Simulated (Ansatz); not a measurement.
In doubt: masses and optical values from hybrid runs of this build are listed as unsure, which bears on the screening that GW takes from such a start.

Rows from a G0W0 calculation on InSe (R3m) (Ansatz 0.2.0; G0W0 on HSE06, plane waves, PAW; 4×4×4 mesh, 343 empty bands, screening to 120 eV), in eV. Spin-orbit coupling is left out.

| row | k | band | start | Σx | Σc at the solution | Vxc |
| --- | --- | --- | --- | --- | --- | --- |
| A | (-0.500, -0.500, -0.500) | c2 | 10.050 | -7.979 | -3.946 | -11.972 |
| B | (-0.500, -0.500, -0.500) | v2 | 5.816 | -18.194 | 1.631 | -16.302 |
| C | (-0.500, -0.500, -0.500) | c1 | 8.240 | -9.968 | -3.346 | -13.361 |
| D | (-0.500, -0.500, -0.500) | v1 | 7.111 | -16.217 | 0.808 | -15.114 |

Question: Work out each quasiparticle level and how far it moved.

The quasiparticle equation reads E = start + Σx + Σc(E) − Vxc.

| row | E (eV) | shift (eV) |
| --- | --- | --- |
| A | 10.097 | +0.048 |
| B | 5.554 | −0.262 |
| C | 8.286 | +0.046 |
| D | 6.816 | −0.295 |

The gap over the computed points goes from 1.13 eV to 1.47 eV.

Limits: not at the basis limit; no spin-orbit coupling.

[Runs of the session that timed out or met a known fault of the program may be left out.]

[Cells called generated may have been cut or substituted from an entry of the Crystallography Open Database or the Materials Project.]

[Hosts, paths, dates, database ids (printed as entryN), source tags and the programs' standing remarks are cut or masked in the printed files.]
